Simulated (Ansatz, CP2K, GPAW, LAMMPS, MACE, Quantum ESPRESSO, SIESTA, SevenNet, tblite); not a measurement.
# GPAW runs on amorphous Hg33S25Se8 (66 atoms)

Aim: run amorphous Hg33S25Se8 (66 atoms) in GPAW and see how near its forces come to a plane-wave reference, and at what cost.

Main program and level: GPAW 26.7.0; the method is named at each step.

### 1. The structure

The cell holds 66 atoms: 33 Hg, 25 S and 8 Se. Cell: a = 12.034 Å, b = 12.034 Å, c = 12.034 Å, α = 90.0°, β = 90.0°, γ = 90.0°. 66 atoms (33 Hg, 25 S, 8 Se) placed at random at 7.67 g/cm³, melted at 2500 K for 10 ps at fixed volume with the Stillinger-Weber II-VI potential (Zhou et al., Phys. Rev. B 88, 085309 (2013)). Quenched from 2500 K to 500 K at 30 K/ps and fixed volume, held 5 ps, then minimised at fixed cell.

The yardstick, on the same geometry:

```
method                 : Kohn-Sham DFT, PBE, SSSP efficiency 1.3.0 pseudopotentials, plane waves (Quantum ESPRESSO 7.5); sssp-pbe-1.3.0-efficiency, cutoffs 45/360 Ry, Γ point
r.m.s. force component : 0.397 eV/Å
longest force          : 1.349 eV/Å
pressure               : -0.5803 GPa
time                   : 7 min on 4 MPI ranks of Arm Neoverse V2, shared host
CPU time               : 28 min
```

### 2. PBE, LCAO dzp, h 0.2 Å

Method: Kohn-Sham DFT, PBE, PAW, atomic orbitals (dzp).

The input, run.py:

```python
import numpy as np
from ase.io import read
from gpaw import GPAW, FermiDirac

atoms = read("structure.xyz")
atoms.calc = GPAW(
    mode="lcao",
    basis="dzp",
    h=0.2,
    xc="PBE",
    kpts={"size": (1, 1, 1), "gamma": True},
    occupations=FermiDirac(0.05),
    maxiter=200,
    symmetry={"point_group": False},
    txt="gpaw.txt",
)
energy = atoms.get_potential_energy(force_consistent=True)
forces = atoms.get_forces()
print(f"energy {energy:.6f} eV")
print("forces (eV/A)")
for i, (a, f) in enumerate(zip(atoms, forces)):
    print(f"{i:4d} {a.symbol:2s} {f[0]:10.5f} {f[1]:10.5f} {f[2]:10.5f}")
print(f"Fermi level {atoms.calc.get_fermi_level():.4f} eV")
for k in range(len(atoms.calc.get_ibz_k_points())):
    for s in range(atoms.calc.get_number_of_spins()):
        e = atoms.calc.get_eigenvalues(kpt=k, spin=s)
        n = np.searchsorted(e, atoms.calc.get_fermi_level())
        print(f"k {k} spin {s} levels about the Fermi level:", np.round(e[max(n - 6, 0):n], 4).tolist(), "|", np.round(e[n:n + 6], 4).tolist())
```

The input, structure.xyz:

```xyz
66
Lattice="12.03400 0.00000 0.00000 0.00000 12.03400 0.00000 0.00000 0.00000 12.03400" Properties=species:S:1:pos:R:3 pbc="T T T"
Hg 3.71321 4.87353 4.20239
Hg 4.37580 5.17269 0.91073
Hg 7.04867 10.79618 2.63196
Hg 1.94722 10.26524 4.92696
Hg 6.93688 7.33496 7.22726
Hg 9.51456 1.15611 6.63783
Hg 8.77435 9.93166 5.61458
Hg 9.45656 5.20723 8.46399
Hg 1.33818 7.31727 10.55261
Hg 2.82270 10.53890 1.59932
Hg 10.79089 9.52010 8.55052
Hg 6.03637 0.08171 5.72830
Hg 7.55675 4.41491 11.24325
Hg 0.39712 4.29144 4.71083
Hg 6.38849 3.86496 6.23831
Hg 1.36887 3.30129 0.05319
Hg 10.08738 0.10181 11.65409
Hg 10.50845 6.98273 4.63177
Hg 1.33938 0.38509 10.82434
Hg 0.58509 3.45484 8.08841
Hg 3.81779 5.66525 8.73680
Hg 11.13338 9.93286 2.90802
Hg 8.68434 8.53235 0.32408
Hg 3.40334 1.31977 3.99300
Hg 10.75442 4.90012 1.55804
Hg 7.56614 6.37321 3.19262
Hg 4.17496 1.43120 8.94283
Hg 6.88116 11.63579 9.49976
Hg 10.74311 1.78212 3.47518
Hg 5.18726 8.41502 0.30723
Hg 5.15332 1.82267 0.25981
Hg 7.45879 2.82197 3.06410
Hg 1.95071 7.09621 6.13626
S 1.12000 1.75492 5.25970
S 5.02143 9.69411 10.11975
S 7.66927 11.05768 0.04007
S 5.82048 6.20894 5.02781
S 0.97114 10.32577 7.44267
S 0.50206 4.84922 10.25802
S 8.13089 0.61903 4.23850
S 2.53785 4.54536 6.71365
S 3.69973 11.84254 11.59344
S 2.88094 8.29829 8.63548
S 9.87065 5.78715 11.22736
S 8.74029 8.77459 3.10092
S 6.83038 6.42459 0.74166
S 4.88111 3.03642 2.62510
S 4.26088 8.67856 5.76248
S 10.41615 3.56832 6.62580
S 7.84063 2.15854 0.55693
S 6.53446 10.04165 7.25169
S 11.14372 11.43759 5.11662
S 1.67658 1.03841 8.25436
S 4.44981 2.14699 6.40245
S 4.53658 10.92110 3.67518
S 11.07970 8.56051 10.89606
[... 6 atom lines left out ...]
Se 0.88486 7.97349 3.67398
Se 3.81538 3.65797 10.65611
Se 6.51990 4.99279 8.71021
Se 0.06306 10.38089 0.40615
```

Started as:

```sh
> OMP_NUM_THREADS=1 python run.py > output.txt
```

Numbers of over 12 decimals in the logs are rounded to 6 here.

The log of the run:

```text
energy -111.771279 eV
forces (eV/A)
   0 Hg   -0.20648    0.02727    0.08481
   1 Hg   -0.07069    0.33075   -0.28853
   2 Hg   -0.50123    0.25737   -0.45152
   3 Hg    0.18435   -0.26021    0.67828
   4 Hg   -0.59291    0.30869    0.15075
   5 Hg    0.32343    0.01316    0.13410
   6 Hg    0.06650    0.52233    0.39908
   7 Hg    0.24446   -0.36737    0.32858
   8 Hg    0.45620   -0.03638   -0.44288
   9 Hg    0.12067   -0.26611    0.12127
  10 Hg    0.65721    0.09903   -0.27321
  11 Hg   -0.42595    0.24455    0.51522
  12 Hg    0.48876   -0.69469    0.10913
  13 Hg    0.23120   -0.39974   -0.39276
  14 Hg   -0.30848   -0.03980   -0.29893
  15 Hg    0.07614   -0.31005    0.29532
  16 Hg   -0.15661    0.31834    0.34809
  17 Hg    0.60157   -0.08865   -0.03898
  18 Hg   -0.18636    0.36178   -0.70755
  19 Hg   -0.02743   -0.50580    0.48703
  20 Hg   -0.28340    0.69601    0.14248
  21 Hg    0.10275    0.55508    0.05295
  22 Hg    0.14776   -0.09394   -0.65949
  23 Hg   -0.61486    0.00786    0.07647
[...]
58 Se   -0.46036   -0.02266    0.49290
  59 Se    0.61712   -0.12341    0.35140
  60 Se    0.10227   -0.22251    0.09038
  61 Se   -0.27350    0.74622   -0.06751
  62 Se   -0.43332   -0.56298    0.19616
  63 Se   -0.14918   -0.10669    0.33394
  64 Se    0.56247    0.27934    0.26383
  65 Se   -0.19212   -0.03320   -0.25516
Fermi level 4.5229 eV
k 0 spin 0 levels about the Fermi level: [4.0998, 4.2248, 4.3032, 4.3822, 4.4048, 4.4576] | [4.5704, 4.6429, 4.7671, 4.8485, 4.9293, 5.0483]
```

gpaw.txt:

```text
Input parameters:
  mode=LCAO(),
  basis={'default': 'dzp'},
  h=0.2,
  kpts=MonkhorstPack(size=(1, 1, 1), gamma=True),
  maxiter=200,
  occupations=Occupations(name='fermi-dirac', width=0.05, fixmagmom=False),
  symmetry=Symmetry(point_group=False),
  xc=XC(name='PBE')
Unit cell  # Å
| periodic |         x |         y |         z |   lengths |    angles |
|----------|-----------|-----------|-----------|-----------|-----------|
|      yes | 12.034000 |  0.000000 |  0.000000 | 12.034000 | 90.000000 |
|      yes |  0.000000 | 12.034000 |  0.000000 | 12.034000 | 90.000000 |
|      yes |  0.000000 |  0.000000 | 12.034000 | 12.034000 | 90.000000 |
Number of symmetries: 1
Symmetry operations  # r_c * U_cc + t_c -> r_c
|   | kind |            matrix            |
|---|------|------------------------------|
| 0 |  E   |  1, 0, 0,  0, 1, 0,  0, 0, 1 |
BZ-sampling:
  Number of BZ points: 1
  Number of IBZ points: 1
  Monkhorst-Pack size: [1, 1, 1]
  Monkhorst-Pack shift: [0, 0, 0]
[... lines left out ...]
  Fermi-Dirac:
[... lines left out ...]
xc functional:
  name: PBE with 2 nearest neighbor stencil
interpolation: tri-quintic # 5. degree polynomial
Initialization done in: 10.365 s
convergence criteria:
- Maximum [total energy] change in last 3 cyles: 0.0005 eV / valence electron
- Maximum integral of absolute [dens]ity change: 0.0001 electrons / valence electron
- Maximum integral of absolute [eigenst]ate change: 4e-08 eV^2 / valence electron
maximum number of iterations: 200
SCF iterations
|iter     |      energy | eigst |  dens |
|---------|-------------|-------|-------|
|iter:   1| -128.801098 |      c|       |
|iter:   2| -122.925774 |      c| -1.27 |
|iter:   3| -117.247023 |      c| -1.34 |
|iter:   4| -113.816345 |      c| -1.51 |
|iter:   5| -114.004498 |      c| -1.67 |
|iter:   6| -113.091894 |      c| -1.76 |
|iter:   7| -112.227602 |      c| -1.89 |
|iter:   8| -111.988807 |      c| -2.07 |
|iter:   9| -111.884755c|      c| -2.25 |
|iter:  10| -111.712568c|      c| -2.36 |
|iter:  11| -111.679187c|      c| -2.74 |
[...]
|iter:  16| -111.669329c|      c| -3.81 |
|iter:  17| -111.668517c|      c| -3.81 |
|iter:  18| -111.668613c|      c| -4.15c|
Converged in 18 steps
SCF loop duration: 203.118 s (11.284 s/step)
Energy contributions relative to reference atoms: (reference = -18394409.452490)
Energy contributions:
  Kinetic:         603.144732
  Coulomb:        -527.515752
  Zero:              4.175383
  External:          0.000000
  Xc:             -191.370309
  Entropy:          -0.205333
  Spinorbit:         0.000000
  ----------------------------
  Free energy:    -111.771279
  Extrapolated:   -111.668613
dipole moment: (-89.121713, -13.418205, -161.380278)  # |e|*Ang
Fermi level: 4.523
Eigenvalues  # (at kpt = [0.000, 0.000, 0.000])
| band index |      eig [eV] | occ [0-2] |
|------------|---------------|-----------|
|          0 |       -58.981 |     2.000 |
|        ... |               |           |
|        388 |         4.012 |     2.000 |
|        389 |         4.069 |     2.000 |
[...]
|        403 |         5.166 |     0.000 |
|        ... |               |           |
|        479 |        10.902 |     0.000 |
Gap: 0.113 eV
Transition (v -> c):
  (s=0, k=0, n=395, [0.00, 0.00, 0.00]) -> (s=0, k=0, n=396, [0.00, 0.00, 0.00])
No difference between direct/indirect transitions
Force computation time: 25.759  # s
timing:  # [seconds]
  Total:  239.265  # ━━━━━━━━━━━━━━━━━━━━━━━━━━━━━━━━━━━━━━━━━━━━━━━━━━━━━━━━
  Init:    10.365  # ━━╸
  SCF:    203.117  # ━━━━━━━━━━━━━━━━━━━━━━━━━━━━━━━━━━━━━━━━━━━━━━━╸
  Forces:  25.759  # ━━━━━━
```

Wall time 4 min (1 thread of Arm Neoverse V2, shared host); peak memory 1.7 GiB.

Banners, paths, timers and routine set-up lines are dropped from the logs unmarked, and long logs keep their key lines alone; longer cuts are marked.

Compared with the plane-wave run:

```yaml
r_m_s_force_component: 0.393 eV/Å
r_m_s_difference_of_force_components: 60.85 meV/Å
longest_difference_of_force_vectors: 207.2 meV/Å
force_difference_over_r_m_s_force: 15.33 %
slope_of_forces_against_the_reference_s: 0.9784
correlation_of_force_components: 0.9882
```

Length of the force difference by element (eV/Å):

```
element  atoms   mean  most
     Hg     33  0.084  0.18
      S     25   0.11  0.18
     Se      8   0.12  0.21
```

A closer look about Se61, one of the 8 Se atoms: 9 atoms, nearest first, numbered in the order of the input, with positions taken from that point.

```
atom      x      y      z  distance (Å)  bonds     Fx     Fy  Fz (eV/Å)
Se61   0.00   0.00   0.00          0.00      5   0.10  -0.22       0.09
Hg18   0.87  -0.59  -2.46          2.67      4   0.60  -0.09      -0.04
Hg11   1.15   1.95   1.46          2.69      4   0.66   0.10      -0.27
 Hg5  -2.70  -0.24   0.13          2.72      4  -0.59   0.31       0.15
 Hg8  -0.18  -2.36   1.37          2.74      4   0.24  -0.37       0.33
 Hg7  -0.87   2.36  -1.48          2.92      5   0.07   0.52       0.40
 S51  -3.11   2.47   0.16          3.97      4   0.50   0.12      -0.68
 S49   0.77  -4.00  -0.47          4.10      4   0.14   0.05       0.57
 S56   1.44   0.99   3.80          4.18      3  -0.24   0.15       0.78
```

Atoms are counted from 1 here, from 0 in the log.

Forces lie 15 % from the reference's, at 0.14 times its CPU time (on 1 against 4 cores).

### 3. PBE, plane waves 450 eV

Method: Kohn-Sham DFT, PBE, PAW, plane waves.

run.py, as its differences from that of step 2:

```diff
@@ -2,3 +2,4 @@
 from ase.io import read
-from gpaw import GPAW, FermiDirac
+from gpaw import GPAW, FermiDirac, PW
+from ase.parallel import parprint as print
 
@@ -6,5 +7,3 @@
 atoms.calc = GPAW(
-    mode="lcao",
-    basis="dzp",
-    h=0.2,
+    mode=PW(450),
     xc="PBE",
@@ -14,2 +13,3 @@
     symmetry={"point_group": False},
+    nbands=549,
     txt="gpaw.txt",
@@ -22,2 +22,6 @@
     print(f"{i:4d} {a.symbol:2s} {f[0]:10.5f} {f[1]:10.5f} {f[2]:10.5f}")
+stress = -atoms.get_stress(voigt=False) * 160.21766
+print("stress (GPa, compression positive)")
+for row in stress:
+    print(" ".join(f"{x:10.4f}" for x in row))
 print(f"Fermi level {atoms.calc.get_fermi_level():.4f} eV")
```

structure.xyz is that of step 2.

Started as:

```sh
> OMP_NUM_THREADS=1 mpirun -np 2 gpaw python run.py > output.txt
```

The log of the run:

```text
energy -149.349103 eV
forces (eV/A)
   0 Hg   -0.18121    0.01223    0.08681
   1 Hg   -0.07412    0.32038   -0.29474
   2 Hg   -0.45887    0.24816   -0.43992
   3 Hg    0.19614   -0.34542    0.70797
   4 Hg   -0.56631    0.30669    0.10568
   5 Hg    0.35425    0.00995    0.10513
[...]
63 Se   -0.12654   -0.10522    0.36208
  64 Se    0.58004    0.35215    0.18788
  65 Se   -0.23043   -0.02001   -0.31021
stress (GPa, compression positive)
   -0.2537    -0.0291     0.2311
   -0.0291     0.0430     0.2337
    0.2311     0.2337    -0.1557
Fermi level 4.5092 eV
k 0 spin 0 levels about the Fermi level: [4.081, 4.2114, 4.2868, 4.3736, 4.3906, 4.4363] | [4.5615, 4.6291, 4.7652, 4.8461, 4.9301, 5.0535]
```

gpaw.txt:

```text
Input parameters:
  mode=PW(ecut=450.000000),
  kpts=MonkhorstPack(size=(1, 1, 1), gamma=True),
  maxiter=200,
  nbands=549,
  occupations=Occupations(name='fermi-dirac', width=0.05, fixmagmom=False),
[... lines left out ...]
  Converge bands: occupied
[... lines left out ...]
  Fermi-Dirac:
[... lines left out ...]
convergence criteria:
- Maximum [total energy] change in last 3 cyles: 0.0005 eV / valence electron
[... lines left out ...]
Converged in 22 steps
[... lines left out ...]
  Free energy:    -149.349103
[... lines left out ...]
Fermi level: 4.509
[... lines left out ...]
|        ... |               |           |
[...]
Gap: 0.125 eV
Transition (v -> c):
  (s=0, k=0, n=395, [0.00, 0.00, 0.00]) -> (s=0, k=0, n=396, [0.00, 0.00, 0.00])
No difference between direct/indirect transitions
Force computation time: 4.527  # s
Stress tensor  # eV/Ang^3
|         x |         y |         z |
|-----------|-----------|-----------|
[...]
|  0.000181 | -0.000268 | -0.001458 |
| -0.001443 | -0.001458 |  0.000972 |
Stress computation time: 21.768  # s
```

Run time: 6.1 min. Hardware: 2 MPI ranks; peak memory 1.8 GiB; 12 min of CPU time.

Against the reference:

| Property | Result |
| --- | --- |
| r.m.s. force component | 0.4009 eV/Å |
| r.m.s. difference of force components | 20.19 meV/Å |
| longest difference of force vectors | 75.33 meV/Å |
| force difference over r.m.s. force | 5.087 % |
| slope of forces against the reference's | 1.009 |
| correlation of force components | 0.9988 |
| pressure | -0.1221 GPa |
| pressure difference | 0.4582 GPa |

Against the first run (15 %), the force difference from the reference is 5.1 %, at 3.0 times the CPU time (on 2 against 1 cores).

The run ends at a pressure of -0.12 GPa, with forces up to 1.3 eV/Å.

### 4. PBE, LCAO szp(dzp), h 0.2 Å

Method: Kohn-Sham DFT, PBE, PAW, atomic orbitals (szp(dzp)).

run.py, as its differences from that of step 3:

```diff
@@ -2,4 +2,3 @@
 from ase.io import read
-from gpaw import GPAW, FermiDirac, PW
-from ase.parallel import parprint as print
+from gpaw import GPAW, FermiDirac
 
@@ -7,3 +6,5 @@
 atoms.calc = GPAW(
-    mode=PW(450),
+    mode="lcao",
+    basis="szp(dzp)",
+    h=0.2,
     xc="PBE",
@@ -13,3 +14,2 @@
     symmetry={"point_group": False},
-    nbands=549,
     txt="gpaw.txt",
@@ -22,6 +22,2 @@
     print(f"{i:4d} {a.symbol:2s} {f[0]:10.5f} {f[1]:10.5f} {f[2]:10.5f}")
-stress = -atoms.get_stress(voigt=False) * 160.21766
-print("stress (GPa, compression positive)")
-for row in stress:
-    print(" ".join(f"{x:10.4f}" for x in row))
 print(f"Fermi level {atoms.calc.get_fermi_level():.4f} eV")
```

structure.xyz is that of step 3.

Started as:

```sh
> OMP_NUM_THREADS=1 python run.py > output.txt
```

The log of the run:

```text
energy -101.202089 eV
forces (eV/A)
   0 Hg   -0.23483    0.02580    0.07274
   1 Hg   -0.10489    0.38605   -0.23837
   2 Hg   -0.52452    0.27254   -0.44417
   3 Hg    0.20569   -0.24015    0.68067
   4 Hg   -0.65522    0.36333    0.10553
   5 Hg    0.27387    0.01651    0.04677
[...]
63 Se   -0.12431   -0.08881    0.33335
  64 Se    0.57940    0.27243    0.30333
  65 Se   -0.08215    0.07781   -0.16951
Fermi level 4.6068 eV
k 0 spin 0 levels about the Fermi level: [4.1739, 4.3124, 4.379, 4.469, 4.4865, 4.5483] | [4.6498, 4.7253, 4.8506, 4.9296, 5.026, 5.1264]
```

gpaw.txt:

```text
Input parameters:
  mode=LCAO(),
  basis={'default': 'szp(dzp)'},
  h=0.2,
  kpts=MonkhorstPack(size=(1, 1, 1), gamma=True),
  maxiter=200,
  occupations=Occupations(name='fermi-dirac', width=0.05, fixmagmom=False),
[... lines left out ...]
  Fermi-Dirac:
[... lines left out ...]
convergence criteria:
- Maximum [total energy] change in last 3 cyles: 0.0005 eV / valence electron
[... lines left out ...]
Converged in 17 steps
[... lines left out ...]
  Free energy:    -101.202089
[... lines left out ...]
Fermi level: 4.607
[... lines left out ...]
|        ... |               |           |
|        479 |        11.470 |     0.000 |
Gap: 0.101 eV
Transition (v -> c):
  (s=0, k=0, n=395, [0.00, 0.00, 0.00]) -> (s=0, k=0, n=396, [0.00, 0.00, 0.00])
No difference between direct/indirect transitions
Force computation time: 16.776  # s
timing:  # [seconds]
  Total:  158.302  # ━━━━━━━━━━━━━━━━━━━━━━━━━━━━━━━━━━━━━━━━━━━━━━━━━━━━━━━━
  Init:     8.647  # ━━━
  SCF:    132.857  # ━━━━━━━━━━━━━━━━━━━━━━━━━━━━━━━━━━━━━━━━━━━━━━━
  Forces:  16.776  # ━━━━━━
```

The job ended after 2.7 min (1 thread; peak memory 1.6 GiB).

Numbers from this run, and their distance from the reference:

```yaml
r_m_s_force_component: 0.3976 eV/Å
r_m_s_difference_of_force_components: 84.33 meV/Å
longest_difference_of_force_vectors: 319.4 meV/Å
force_difference_over_r_m_s_force: 21.24 %
slope_of_forces_against_the_reference_s: 0.9791
correlation_of_force_components: 0.9775
```

This is a coarse setting, run to see what it loses.

Against the first run (15 %), the force difference from the reference is 21 %, at 0.66 times the CPU time, with 792 basis functions against 1320: the smaller basis costs accuracy.

### 5. PBE, LCAO sz(dzp), h 0.2 Å

Method: Kohn-Sham DFT, PBE, PAW, atomic orbitals (sz(dzp)).

run.py, as its differences from that of step 4:

```diff
@@ -7,3 +7,3 @@
     mode="lcao",
-    basis="szp(dzp)",
+    basis="sz(dzp)",
     h=0.2,
```

structure.xyz is that of step 4.

The log of the run:

```text
energy -84.578912 eV
forces (eV/A)
   0 Hg   -0.50314    0.11231    0.08255
   1 Hg   -0.31107    0.50709   -0.26165
   2 Hg   -0.68073    0.24087   -0.53868
   3 Hg    0.22044    0.00508    0.61293
   4 Hg   -0.84480    0.47107    0.19720
   5 Hg    0.16640   -0.10369    0.10076
   6 Hg    0.11780    0.61121    0.48362
   7 Hg    0.29329   -0.39904    0.54795
   8 Hg    0.44195   -0.16473   -0.35652
   9 Hg   -0.15521   -0.43383    0.34147
  10 Hg    0.61078    0.10424   -0.44534
  11 Hg   -0.57653    0.23794    0.63828
  12 Hg    0.35869   -0.78694   -0.06177
  13 Hg    0.08017   -0.19779   -0.38437
  14 Hg    0.04982   -0.21791   -0.43264
  15 Hg    0.19175   -0.66204    0.44931
  16 Hg   -0.18579    0.60354    0.32096
  17 Hg    0.64867   -0.22305   -0.06380
  18 Hg   -0.68104    0.45286   -0.65289
  19 Hg   -0.09664   -0.60630    0.49461
  20 Hg   -0.19276    0.73925    0.30299
  21 Hg    0.20329    0.66875   -0.12185
  22 Hg    0.26957   -0.28413   -0.88506
  23 Hg   -0.79735   -0.00991    0.00973
[...]
58 Se   -0.35692    0.02296    0.50283
  59 Se    0.51659   -0.22816    0.57820
  60 Se    0.21332   -0.29897    0.13360
  61 Se   -0.16774    0.90943   -0.04819
  62 Se   -0.28971   -0.74041   -0.05569
  63 Se   -0.11414   -0.04505    0.19963
  64 Se    0.55385    0.20304    0.45393
  65 Se    0.28377    0.38493    0.17369
Fermi level 4.7056 eV
k 0 spin 0 levels about the Fermi level: [4.2586, 4.4146, 4.4605, 4.5738, 4.5853, 4.6522] | [4.7464, 4.8151, 4.9517, 5.0478, 5.1346, 5.2467]
```

gpaw.txt:

```text
Input parameters:
  mode=LCAO(),
  basis={'default': 'sz(dzp)'},
  h=0.2,
  kpts=MonkhorstPack(size=(1, 1, 1), gamma=True),
  maxiter=200,
  occupations=Occupations(name='fermi-dirac', width=0.05, fixmagmom=False),
  symmetry=Symmetry(point_group=False),
  xc=XC(name='PBE')
Unit cell  # Å
| periodic |         x |         y |         z |   lengths |    angles |
[... lines left out ...]
  Fermi-Dirac:
[... lines left out ...]
convergence criteria:
- Maximum [total energy] change in last 3 cyles: 0.0005 eV / valence electron
[... lines left out ...]
Converged in 17 steps
[... lines left out ...]
  Free energy:     -84.578912
  Extrapolated:    -84.470816
dipole moment: (-88.818580, -12.231584, -160.495500)  # |e|*Ang
Fermi level: 4.706
Eigenvalues  # (at kpt = [0.000, 0.000, 0.000])
| band index |      eig [eV] | occ [0-2] |
|------------|---------------|-----------|
|          0 |       -58.429 |     2.000 |
|        ... |               |           |
|        388 |         4.158 |     2.000 |
|        389 |         4.244 |     2.000 |
[...]
|        403 |         5.345 |     0.000 |
|        ... |               |           |
|        479 |        11.923 |     0.000 |
Gap: 0.094 eV
Transition (v -> c):
  (s=0, k=0, n=395, [0.00, 0.00, 0.00]) -> (s=0, k=0, n=396, [0.00, 0.00, 0.00])
No difference between direct/indirect transitions
Force computation time: 10.370  # s
timing:  # [seconds]
  Total:  104.863  # ━━━━━━━━━━━━━━━━━━━━━━━━━━━━━━━━━━━━━━━━━━━━━━━━━━━━━━━━
  Init:     7.930  # ━━━━
  SCF:     86.539  # ━━━━━━━━━━━━━━━━━━━━━━━━━━━━━━━━━━━━━━━━━━━━━━
  Forces:  10.370  # ━━━━━╸
```

It took 1.8 min on 1 thread; peak memory 1.5 GiB.

Against the reference:

```yaml
r_m_s_force_component: 0.4208 eV/Å
r_m_s_difference_of_force_components: 222.5 meV/Å
longest_difference_of_force_vectors: 887.4 meV/Å
force_difference_over_r_m_s_force: 56.05 %
slope_of_forces_against_the_reference_s: 0.9049
correlation_of_force_components: 0.8536
```

This is a coarse setting, run to see what it loses.

Against the first run (15 %), the force difference from the reference is 56 %, at 0.44 times the CPU time, with 528 basis functions against 1320: the smaller basis costs accuracy.

(Continued in part 2 of 2.)

[Also dropped from logs without a mark: logging warnings of Python, and SIESTA's first energy breakdown and zero terms.]

[Logs are printed without paths, hosts, clocks, repeated set-up lines and the standing remarks that a program may print on its own settings, such as how far it seeks lower states.]

[Hosts, paths, dates, database ids (printed as entryN), source tags and the programs' standing remarks are cut or masked in the printed files.]
